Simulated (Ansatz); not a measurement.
# What SrAlH3 (Pm-3m) distorts into

Wanted: the energy along a soft mode of SrAlH3 (Pm-3m) and the structure at the end.

Method: DFT PBEsol, scalar-relativistic, plane waves, PAW; PAW set soft_1, in Ansatz 0.2.0.

## (1) The structure

The structure is cubic, space group Pm-3m (No. 221). Conventional cell: a = 4.496 Å, b = 4.496 Å, c = 4.496 Å, α = 90.00°, β = 90.00°, γ = 90.00°. Nearest to Sr lie 6 H at 2.25 Å. Nearest to Al lie 12 H at 3.18 Å. H has 2 Sr at 2.25 Å nearest. Farther neighbours, and contacts between anions beyond the nearest, are not listed.

## (2) Response at finite wavevector

Stability and thermal properties need the whole zone. Linear response on a 4×4×4 q mesh gives force constants as far as a supercell of that size would.

Input file input.yaml:

```yaml
crystal:
  lattice:
    - [4.4956135358, 0.0, 0.0]
    - [0.0, 4.4956135358, 0.0]
    - [0.0, 0.0, 4.4956135358]
  atoms:
    - { symbol: Sr, position: [0.5, 0.5, 0.5] }
    - { symbol: Al, position: [0.0, 0.0, 0.0] }
    - { symbol: H, position: [0.0, 0.5, 0.5] }
    - { symbol: H, position: [0.5, 0.5, 0.0] }
    - { symbol: H, position: [0.5, 0.0, 0.5] }
kpoints:
  mp_grid: { grid: [8, 8, 8] }
hamiltonian:
  xc: pbesol
  pseudopotentials: { kind: paw, azcp: { folder: soft_1 }, xc_functional: pbe }
scf:
  occupations: { method: methfessel_paxton, width: 0.2 }
output:
  eigenvalues: true
phonons:
  method: dfpt
  qmesh: [4, 4, 4]
  temperatures: { t_max: 1000, t_step: 50 }
  qpath:
    path:
      - [[0.0, 0.0, 0.0], [0.0, 0.5, 0.0], [0.5, 0.5, 0.0], [0.0, 0.0, 0.0], [0.5, 0.5, 0.5], [0.0, 0.5, 0.0]]
      - [[0.5, 0.5, 0.5], [0.5, 0.5, 0.0]]
    npoints: 10
```

The run is started by

```sh
$ ansatz run input.yaml --threads 4 --pin off --max-ram 10240MiB --backend cpu --events-out ev --progress --plain --runs-dir out
```

Output:

```text
Engine: ansatz 0.2.0, aarch64-unknown-linux-gnu
Pseudopotentials: kind: paw
Pseudopotential: Sr, paw, valence charge 10, recommended cutoff 420 eV (normal), soft_1/Sr.paw.azcp
Pseudopotential: Al, paw, valence charge 3, recommended cutoff 420 eV (normal), soft_1/Al.paw.azcp
Pseudopotential: H, paw, valence charge 1, recommended cutoff 420 eV (normal), soft_1/H.paw.azcp
Functional definition: PBEsol
  exchange = pbesol_x
  correlation = pbesol_c
Crystal: 5 atoms, lattice volume = 90.859 Å³
Basis set: ecut = 420 eV, 1791 PW (Γ), exchange–correlation on 64×64×64 points (8 copies of the dense FFT grid, shifted against one another)
Bands: 13, of which v1, the nominal top of the filled ones, is band 8 counted from 1 (7 counted from 0)
Symmetry: 48 space group operations
k-points: 35 of 512
Non-local potential: Sr, projectors of the file, l = 0: 3, l = 1: 2, l = 2: 2
Non-local potential: Al, projectors of the file, l = 0: 2, l = 1: 2, l = 2: 1
Non-local potential: H, projectors of the file, l = 0: 2, l = 1: 1
PAW form: soft (Blöchl's): semilocal exchange-correlation on the pseudo side does not see the compensation charge
PAW frozen core: Sr, regenerated for the run's functional, and the local potential with it (the file was generated under x = pbe(κ = 0.804, μ = 0.219515), c = pbe(β = 0.066725))
PAW frozen core: Al, regenerated for the run's functional, and the local potential with it (the file was generated under x = pbe(κ = 0.804, μ = 0.219515), c = pbe(β = 0.066725))
PAW one-centre angular grid: Sr, 110 points (default); XC on 64 Gauss nodes
PAW one-centre angular grid: Al, 110 points (default); XC on 64 Gauss nodes
PAW one-centre angular grid: H, 110 points (default); XC on 64 Gauss nodes
Initial density: superposition of atomic densities (chi_scale 0.1, normalization cell, long waves kept (reshape's long-wave potential 0.00 eV rms))
Initial wavefunctions: pseudopotential atomic-orbital guess
Functional: x = pbesol(κ = 0.804, μ = 0.123457), c = pbesol(β = 0.046)
SCF iter   1: F=—  HF=-4064.007231 eV  |F-HF|=—  |Δ(HF+E_count)|=         —  Δρ=5.72e-2  dr2=5.26e0  ethr=3.10e-3  ⟨swp⟩=7.8  Hψ=3656  notcnv=0
preconditioner: auto → Kerker (q_TF=auto, 2.043 Å⁻¹)  [metal: Δε(μ)=0.049 eV  Ē_g=6.432 eV  σ=0.200 eV  W_gap=0.21  n_scr=18 (ndim 8)  ℏωp=11.0 eV  f_vac=0.000  D(μ)=0.05/eV (n_scr^D=0)]
SCF iter   2: F=—  HF=-4062.729870 eV  |F-HF|=—  |Δ(HF+E_count)|=    1.28e0  S|Δr|=    0.00e0  Δρ=2.86e-2  dr2=1.87e0  ethr=3.10e-3  ⟨swp⟩=2.8  Hψ=1026  notcnv=0  defer=25
preconditioner: auto → Resta (q_TF=auto, 2.043 Å⁻¹)  ε∞=4.3  [insulator: Δε(μ)=0.224 eV  Ē_g=6.094 eV  σ=0.200 eV  W_gap=0.67  n_scr=18 (ndim 8)  ℏωp=11.0 eV  f_vac=0.000  D(μ)=0.06/eV (n_scr^D=0)  ε∞_Penn≈4.3]
SCF iter   3: F=—  HF=-4062.085451 eV  |F-HF|=—  |Δ(HF+E_count)|=   6.44e-1  S|Δr|=    0.00e0  Δρ=7.95e-3  dr2=4.28e-2  ethr=3.10e-3  ⟨swp⟩=3.1  Hψ=870  notcnv=0  defer=25
SCF iter   4: F=—  HF=-4062.076874 eV  |F-HF|=—  |Δ(HF+E_count)|=   8.58e-3  S|Δr|=    0.00e0  Δρ=1.89e-3  dr2=9.15e-3  ethr=2.67e-4  ⟨swp⟩=2.6  Hψ=876  notcnv=0  defer=26
SCF iter   5: F=—  HF=-4062.074389 eV  |F-HF|=—  |Δ(HF+E_count)|=   2.48e-3  S|Δr|=    0.00e0  Δρ=4.19e-4  dr2=2.83e-4  ethr=5.72e-5  ⟨swp⟩=2.0  Hψ=549  notcnv=0  defer=26
SCF iter   6: F=—  HF=-4062.074343 eV  |F-HF|=—  |Δ(HF+E_count)|=   4.67e-5  S|Δr|=    0.00e0  Δρ=5.95e-5  dr2=6.25e-6  ethr=1.77e-6  ⟨swp⟩=2.0  Hψ=558  notcnv=0  defer=26
SCF iter   7: F=—  HF=-4062.074349 eV  |F-HF|=—  |Δ(HF+E_count)|=   6.16e-6  S|Δr|=    0.00e0  Δρ=2.19e-5  dr2=8.07e-7  ethr=3.91e-8  ⟨swp⟩=2.4  Hψ=691  notcnv=0  defer=26
SCF iter   8: F=—  HF=-4062.074346 eV  |F-HF|=—  |Δ(HF+E_count)|=   2.79e-6  S|Δr|=    0.00e0  Δρ=2.85e-6  dr2=1.39e-8  ethr=5.04e-9  ⟨swp⟩=2.2  Hψ=539  notcnv=0  defer=26
SCF iter   9: F=—  HF=-4062.074346 eV  |F-HF|=—  |Δ(HF+E_count)|=   4.98e-9  S|Δr|=    0.00e0  Δρ=4.45e-7  dr2=5.91e-11  ethr=8.69e-11  ⟨swp⟩=2.1  Hψ=614  notcnv=0  defer=26
SCF iter  10: F=-4062.074346 eV  HF=-4062.074346 eV  |F-HF|=2.27e-12  |Δ(HF+E_count)|=  7.09e-11  S|Δr|=    0.00e0  Δρ=7.25e-8  dr2=5.72e-12  ethr=1.00e-12  ⟨swp⟩=14.0  Hψ=3519  notcnv=0
SCF 1 converged in 10 iterations: F = -4062.074346 eV  dr2 = 5.72e-12
  greatest PAW one-centre occupation: 0.987 electrons in one spin orbital (limit 2), on the Sr atom at site 0 (counted from 0), in its partial waves of l = 0
Initial density: read from a saved state, or passed on in memory by an earlier SCF of this step, an earlier step, the calling program or the single point that the run made first
iter 1 solved again at ethr=3.14e-7 eV; its pass at ethr=3.10e-3 eV (dr2=5.02e-5 eV) is discarded
SCF iter   1: F=—  HF=-4062.074344 eV  |F-HF|=—  |Δ(HF+E_count)|=         —  Δρ=5.08e-7  dr2=1.82e-10  ethr=3.14e-7  ⟨swp⟩=3.9  Hψ=5147  notcnv=0
eigensolver tolerance schedule: the retry pair's looser diagonalisation over-reported the residual by 276157.94 of it (diagonalisation noise at an unbounded share of the residual, at the tolerance the schedule requests for it); recorded, not acted on — ethr = c·dr2/N_el stays at c = 1.0e-1
preconditioner: auto → Resta (q_TF=auto, 2.043 Å⁻¹)  ε∞=4.6  [insulator: Δε(μ)=0.142 eV  Ē_g=5.834 eV  σ=0.200 eV  W_gap=0.56  n_scr=18 (ndim 8)  ℏωp=11.0 eV  f_vac=0.000  D(μ)=0.31/eV (n_scr^D=0)  ε∞_Penn≈4.6]
SCF iter   2: F=—  HF=-4062.074346 eV  |F-HF|=—  |Δ(HF+E_count)|=   1.85e-6  S|Δr|=    0.00e0  Δρ=2.54e-7  dr2=3.78e-11  ethr=1.14e-12  ⟨swp⟩=4.7  Hψ=1331  notcnv=0
SCF iter   3: F=—  HF=-4062.074346 eV  |F-HF|=—  |Δ(HF+E_count)|=  1.82e-12  S|Δr|=    0.00e0  Δρ=1.63e-7  dr2=1.60e-11  ethr=1.00e-12  ⟨swp⟩=5.4  Hψ=1779  notcnv=0
SCF iter   4: F=-4062.074346 eV  HF=-4062.074346 eV  |F-HF|=1.36e-12  |Δ(HF+E_count)|=  9.55e-12  S|Δr|=    0.00e0  Δρ=5.01e-8  dr2=1.70e-12  ethr=1.00e-12  ⟨swp⟩=2.5  Hψ=881  notcnv=0
SCF 2 converged in 4 iterations: F = -4062.074346 eV  dr2 = 1.70e-12
phonons: the bands overlap, so this run is a metal and interpolates without the dipole-dipole term. If the crystal is really an insulator or semiconductor, its LO-TO splitting is missing
NSCF: frozen V_eff on 35 k-points
NSCF: frozen V_eff on 125 k-points
DFPT response loops at q = (0, 0, 0) (fractional): preconditioner auto → Kerker (q_TF=auto, 2.043 Å⁻¹) (partly filled bands, converged f_vac=0.000); β = 1.00, the filter's whole step (`scf.mixing.beta` (0.50) is not read by the response loops under this deck's `scf.mixing.preconditioner`; to damp them name `kerker` or `kerker_dos`, under which they read `scf.mixing.beta`, and type it under 1.00, their step now; both keys bind the ground state too); Broyden in place of MSR1
NSCF: frozen V_eff on 400 k-points
DFPT response loops at q = (0, 0, 0.25) (fractional): mixed as the last ones told, above
NSCF: frozen V_eff on 250 k-points
DFPT response loops at q = (0, 0, -0.5) (fractional): mixed as the last ones told, above
NSCF: frozen V_eff on 640 k-points
DFPT response loops at q = (0, 0.25, 0.25) (fractional): mixed as the last ones told, above
NSCF: frozen V_eff on 400 k-points
DFPT response loops at q = (0, 0.25, -0.5) (fractional): mixed as the last ones told, above
NSCF: frozen V_eff on 250 k-points
DFPT response loops at q = (0, -0.5, -0.5) (fractional): mixed as the last ones told, above
NSCF: frozen V_eff on 1024 k-points
DFPT response loops at q = (0.25, 0.25, 0.25) (fractional): mixed as the last ones told, above
NSCF: frozen V_eff on 640 k-points
DFPT response loops at q = (0.25, 0.25, -0.5) (fractional): mixed as the last ones told, above
NSCF: frozen V_eff on 400 k-points
DFPT response loops at q = (0.25, -0.5, -0.5) (fractional): mixed as the last ones told, above
NSCF: frozen V_eff on 250 k-points
DFPT response loops at q = (-0.5, -0.5, -0.5) (fractional): mixed as the last ones told, above
SCF converged after 10 iterations
Stability not checked: this state was not tested for a lower state beside it, because cold or Methfessel-Paxton smearing, or corrected tetrahedra, fill the levels in a way that the test cannot read (fill_not_monotonic; see scf.lower_state_search)
Free energy (F): -4062.074346 eV
Harris-Foulkes:  -4062.074346 eV  (|F-HF|=2.27e-12)
Internal energy: -4062.075336 eV  (E = F + TS)
E sigma→0 (E₀):  -4062.074594 eV
Entropy (-TS):   0.000991 eV (0.198 meV/atom)
Fermi energy:    2.811716 eV
Step filling:    the computed levels leave a gap of 0.1422 eV = 0.7 smearing widths at the electron count; against every level under it full and every level over it empty, smearing changes F+E_penalty+E_count by +0.604 meV and its σ→0 estimate by +0.356 meV
--- Per-component energies (eV) ---
  E_band       = -134.606297
  E_kinetic    = 288.596783
  E_local      = -890.089985  (includes V_loc(G=0)·N_el)
  E_nonlocal   = 247.415784
  E_hartree    = 240.560359
  E_xc         = -233.166109
  E_vxc        = -213.304453  (∫ρ·V_xc dr)
  E_paw        = -3097.948180  (= ΣΔE_a)
  E_vpaw       = -48.342420  (= ΣTr[D̂ρ^β])
  E_aug_tail   = -0.002764  (compensation charges beyond the density's cutoff)
  E_ewald      = -617.594712
  E_core_change = 0.153487  (= ΣΔE_core)
  E_smearing   = 0.000991  (= −TS)
  E_closure    = -0.000000  (closes the sum)
  Σ components = -4062.074346   (vs F -4062.074346, Δ=0.00e0)
--- Band table (eV; the first three rows and the last of 35) ---
  k-point 0: bands = [... 4 lower, -3.0198, 0.7202, 0.7202, 2.7485, 5.0527, 5.0527, 5.0527, 8.7194, ... 1 higher]
  k-point 1: bands = [... 4 lower, -2.8945, 0.7115, 0.7486, 2.4747, 5.0367, 5.0367, 5.3855, 8.6971, ... 1 higher]
  k-point 2: bands = [... 4 lower, -2.5352, 0.3797, 0.8199, 2.3683, 4.9926, 4.9926, 5.9379, 8.7326, ... 1 higher]
  k-point 34: bands = [... 4 lower, 0.0213, 1.8419, 1.8419, 1.8419, 2.6901, 2.6901, 2.6901, 8.6194, ... 1 higher]
--- Phonons (Γ-DFPT): 4 representative perturbations + reference (Σ response iterations 12) ---
  ASR residual: 1.639e-4 → 0.000e0 eV/Å²; symmetrization residual: 7.215e-8 eV/Å²
  ASR residual per site (eV/Å²): 1.64e-4 1.82e-5 2.68e-5 2.68e-5 2.68e-5
  Γ frequencies (cm⁻¹): -603.98 -603.98 -603.98 -505.00 -505.00 -505.00 0.00 0.00 0.00 101.58 101.58 101.58 1383.05 1383.05 1383.05
--- Phonons (arbitrary-q DFPT): 10 irreducible q on the 4×4×4 mesh ---
  q = [0.0000, 0.0000, 0.0000] (star 1, of the zone-centre solve; hermiticity 2.06e-8, symmetrization 1.46e-14): -603.98 -603.98 -603.98 -505.00 -505.00 -505.00 -0.00 0.00 0.00 101.58 101.58 101.58 1383.05 1383.05 1383.05
  q = [0.0000, 0.0000, 0.2500] (star 6, 9 solved perturbations in 1560 linear systems a pass and spin channel, the states on 200 of 512 k-point pairs; hermiticity 4.32e-8, symmetrization 4.41e-13): -533.24 -533.24 -487.58 -470.62 -470.62 -126.85 25.44 25.44 76.13 92.46 92.46 182.76 1383.12 1383.12 1402.50
  q = [0.0000, 0.0000, -0.5000] (star 3, 9 solved perturbations in 975 linear systems a pass and spin channel, the states on 125 of 512 k-point pairs; hermiticity 2.56e-8, symmetrization 1.80e-9): -469.54 -469.54 -461.46 -428.68 -428.68 50.30 50.30 55.23 65.92 65.92 115.15 299.43 1383.18 1383.18 1421.25
  q = [0.0000, 0.2500, 0.2500] (star 12, 9 solved perturbations in 2460 linear systems a pass and spin channel, the states on 320 of 512 k-point pairs; hermiticity 5.03e-8, symmetrization 6.10e-14): -632.55 -529.65 -490.22 -440.03 -439.82 11.14 50.77 71.52 74.03 105.78 126.62 262.03 1383.14 1387.79 1415.86
  q = [0.0000, 0.2500, -0.5000] (star 12, 15 solved perturbations on 200 of 512 k-point pairs; hermiticity 1.03e-7, symmetrization 7.09e-9): -562.64 -548.85 -533.38 -435.25 -409.87 -45.86 50.63 68.50 80.75 123.22 146.17 283.37 1383.16 1389.71 1429.43
  q = [0.0000, -0.5000, -0.5000] (star 3, 9 solved perturbations in 975 linear systems a pass and spin channel, the states on 125 of 512 k-point pairs; hermiticity 5.26e-8, symmetrization 4.28e-15): -742.35 -742.35 -565.38 -392.41 -392.41 -102.94 51.14 78.20 78.20 154.62 154.62 299.72 1383.16 1395.13 1442.61
  q = [0.2500, 0.2500, 0.2500] (star 8, 4 solved perturbations in 1376 linear systems a pass and spin channel, the states on 512 of 512 k-point pairs; hermiticity 4.18e-8, symmetrization 1.07e-13): -562.35 -562.35 -552.03 -440.44 -440.44 -121.54 100.50 100.50 106.79 125.27 125.27 224.13 1387.97 1387.97 1423.67
  q = [0.2500, 0.2500, -0.5000] (star 12, 9 solved perturbations in 2460 linear systems a pass and spin channel, the states on 320 of 512 k-point pairs; hermiticity 4.32e-8, symmetrization 4.73e-9): -542.37 -538.32 -499.84 -493.86 -477.18 -205.63 103.93 112.78 130.59 133.58 143.80 196.93 1388.04 1391.62 1435.55
  q = [0.2500, -0.5000, -0.5000] (star 6, 9 solved perturbations in 1560 linear systems a pass and spin channel, the states on 200 of 512 k-point pairs; hermiticity 3.90e-8, symmetrization 2.98e-14): -602.35 -602.35 -550.26 -453.67 -453.67 -314.77 112.98 138.35 138.35 154.75 154.75 182.04 1390.17 1397.23 1445.64
  q = [-0.5000, -0.5000, -0.5000] (star 1, 4 solved perturbations in 350 linear systems a pass and spin channel, the states on 125 of 512 k-point pairs; hermiticity 3.83e-9, symmetrization 1.97e-13): -531.42 -531.42 -531.42 -523.34 -523.34 -523.34 149.36 149.36 149.36 157.48 157.48 157.48 1400.00 1400.00 1451.18
  sum rule: each row above includes the acoustic sum rule's correction from the zone centre's row sums; it moved no ω² by more than (2.69 cm⁻¹)²
  mesh force constants: q→R imaginary residual 9.13e-19; ASR residual 1.639e-4 → 0.000e0 eV/Å²; symmetrization residual 4.441e-15 eV/Å²
  interpolated dispersion: 62 rows × 15 modes
  density of states and harmonic sums: on the 16×16×16 q-mesh, interpolated from the force constants of a 4×4×4 supercell (no non-analytic term)
  largest difference from the sums on the solved wave vectors: F 2.38e-2 eV, S 2.61e-5 and C_V 3.07e-6 eV/K
  zero-point energy: 0.306883 eV/cell   skipped modes (ω ≤ 0): 965, of them read as no rigid motion or as one in doubt: 962 (5.840e0 modes/cell left out, lowest -742.35 cm⁻¹)   left out of the sums: 3.89e-1 of the cell's modes: C_V's classical limit lies that fraction below 3 k_B per atom; for a crystal, a wire or a layer, F and S can be off by more, and a phonons.interpolated_qmesh denser along its periods is the remedy for the sampling
```

The job ended after 5.7 min (4 threads of Arm Neoverse V1, shared host; peak memory 1.4 GiB).

In the SCF lines HF is the Harris–Foulkes energy and dr2 the Hartree energy of the density residual, in eV; the loop may stop once dr2 is under the threshold and the program's other checks hold. Hψ counts applications of the Hamiltonian.

Read from the output:

| Quantity | Value |
| --- | --- |
| volume per atom | 18.17 Å³ |
| gap on the k-mesh | 0 eV |
| sum-rule residual before enforcement | 1.64e-4 eV/Å² |
| lowest frequency on the path | -742.3 cm⁻¹ |
| point group | m-3m |
| highest frequency on path, mesh or solved points | 1451 cm⁻¹ |
| highest optical mode at the zone centre (no LO-TO term) | 1383 cm⁻¹ |
| lowest optical zone-centre mode | -604.0 cm⁻¹ |
| lowest mode on the q mesh (acoustic modes at Γ apart) | -742.4 cm⁻¹ |

Frequencies (cm⁻¹) solved at each irreducible wavevector; negative means imaginary. Frequencies by wavevector, by row:

| q in reciprocal lattice units | star | mode 1 | mode 2 | mode 3 | mode 4 | mode 13 | mode 14 | mode 15 |
| --- | --- | --- | --- | --- | --- | --- | --- | --- |
| 0 0 0 | 1 | -604 | -604 | -604 | -505 | 1383 | 1383 | 1383 |
| 0 0 0.25 | 6 | -533.2 | -533.2 | -487.6 | -470.6 | 1383 | 1383 | 1402 |
| 0 0 -0.5 | 3 | -469.5 | -469.5 | -461.5 | -428.7 | 1383 | 1383 | 1421 |
| 0 0.25 0.25 | 12 | -632.5 | -529.6 | -490.2 | -440 | 1383 | 1388 | 1416 |
| 0 0.25 -0.5 | 12 | -562.6 | -548.9 | -533.4 | -435.2 | 1383 | 1390 | 1429 |
| 0 -0.5 -0.5 | 3 | -742.4 | -742.4 | -565.4 | -392.4 | 1383 | 1395 | 1443 |
| 0.25 0.25 0.25 | 8 | -562.4 | -562.4 | -552 | -440.4 | 1388 | 1388 | 1424 |
| 0.25 0.25 -0.5 | 12 | -542.4 | -538.3 | -499.8 | -493.9 | 1388 | 1392 | 1436 |
| 0.25 -0.5 -0.5 | 6 | -602.4 | -602.4 | -550.3 | -453.7 | 1390 | 1397 | 1446 |
| -0.5 -0.5 -0.5 | 1 | -531.4 | -531.4 | -531.4 | -523.3 | 1400 | 1400 | 1451 |

Interpolated from a 4×4×4 q mesh. Phonon branches along the path, in cm⁻¹:

| point | branch 1 | branch 2 | branch 3 | branch 4 | branch 12 | branch 13 | branch 14 | branch 15 |
| --- | --- | --- | --- | --- | --- | --- | --- | --- |
| Γ | -604 | -604 | -604 | -505 | 102 | 1383 | 1383 | 1383 |
| halfway | -533 | -533 | -488 | -471 | 183 | 1383 | 1383 | 1402 |
| X | -470 | -470 | -462 | -429 | 299 | 1383 | 1383 | 1421 |
| halfway | -563 | -549 | -533 | -435 | 283 | 1383 | 1390 | 1429 |
| M | -742 | -742 | -565 | -392 | 300 | 1383 | 1395 | 1443 |
| halfway | -632 | -530 | -490 | -440 | 262 | 1383 | 1388 | 1416 |
| Γ | -604 | -604 | -604 | -505 | 102 | 1383 | 1383 | 1383 |
| halfway | -562 | -562 | -552 | -440 | 224 | 1388 | 1388 | 1424 |
| R | -531 | -531 | -531 | -523 | 158 | 1400 | 1400 | 1451 |
| halfway | -542 | -538 | -500 | -494 | 197 | 1388 | 1392 | 1436 |
| X | -470 | -470 | -462 | -429 | 299 | 1383 | 1383 | 1421 |
| jump to R | -531 | -531 | -531 | -523 | 158 | 1400 | 1400 | 1451 |
| halfway | -602 | -602 | -550 | -454 | 182 | 1390 | 1397 | 1446 |
| M | -742 | -742 | -565 | -392 | 300 | 1383 | 1395 | 1443 |

Symmetry leaves 10 wavevectors to solve. The lowest mode among them, the acoustic zeros apart, lies at q = (0, -0.5, -0.5) and is imaginary, 742.4i cm⁻¹, so the energy falls along it.

## (3) The mode frozen in, largest atomic shift 0 Å

The mode followed lies at Γ with frequency 604.0i cm⁻¹ and is 3-fold degenerate, one of the unstable modes though not the softest. At small amplitude the pattern taken leaves space group no. 99 by a symmetry search on the positions. The undistorted cell that holds it gives the zero of energy on the same k mesh.

input.yaml, the sections that differ from step 2:

```yaml
output:
  forces: true
  stress: true
  eigenvalues: true
# crystal, kpoints, hamiltonian, scf: as in step 2
# phonons: removed
```

Output:

```text
[...]
Crystal: 5 atoms, lattice volume = 90.859 Å³
Basis set: ecut = 420 eV, 1791 PW (Γ), exchange–correlation on 64×64×64 points (8 copies of the dense FFT grid, shifted against one another)
Bands: 13, of which v1, the nominal top of the filled ones, is band 8 counted from 1 (7 counted from 0)
Symmetry: 48 space group operations
[...]
k-points: 35 of 512
[...]
k-point 0: bands = [... 4 lower, -3.0198, 0.7202, 0.7202, 2.7485, 5.0527, 5.0527, 5.0527, 8.7194, ... 1 higher]
  k-point 1: bands = [... 4 lower, -2.8945, 0.7115, 0.7486, 2.4747, 5.0367, 5.0367, 5.3856, 8.6970, ... 1 higher]
  k-point 2: bands = [... 4 lower, -2.5352, 0.3797, 0.8198, 2.3682, 4.9926, 4.9926, 5.9379, 8.7326, ... 1 higher]
  k-point 34: bands = [... 4 lower, 0.0213, 1.8418, 1.8418, 1.8418, 2.6901, 2.6901, 2.6901, 8.6193, ... 1 higher]
[key lines of the parts left out:]
SCF converged after 8 iterations
Free energy (F): -4062.074346 eV
Fermi energy:    2.811710 eV
P = ⅓ Tr σ = -0.0054 GPa (-0.054 kbar)
```

Wall time 1 s (4 threads); peak memory 0.35 GiB; 3.5 s of CPU time.

Read from the output:

```
pressure                         : -0.005391 GPa
energy from the undistorted cell : 0 meV/atom
```

The run ends at a pressure of -0.01 GPa.

(Part 1 of 3 ends here.)

[Long decimals in the printed logs are rounded to 6 places.]

[Logs are printed without paths, hosts, clocks, repeated set-up lines and the standing remarks that a program may print on its own settings, such as how far it seeks lower states.]

[Hosts, paths, dates, database ids (printed as entryN), source tags and the programs' standing remarks are cut or masked in the printed files.]

[Where the starting crystal was built by hand or by swapping elements, it need not be the compound's stable phase.]
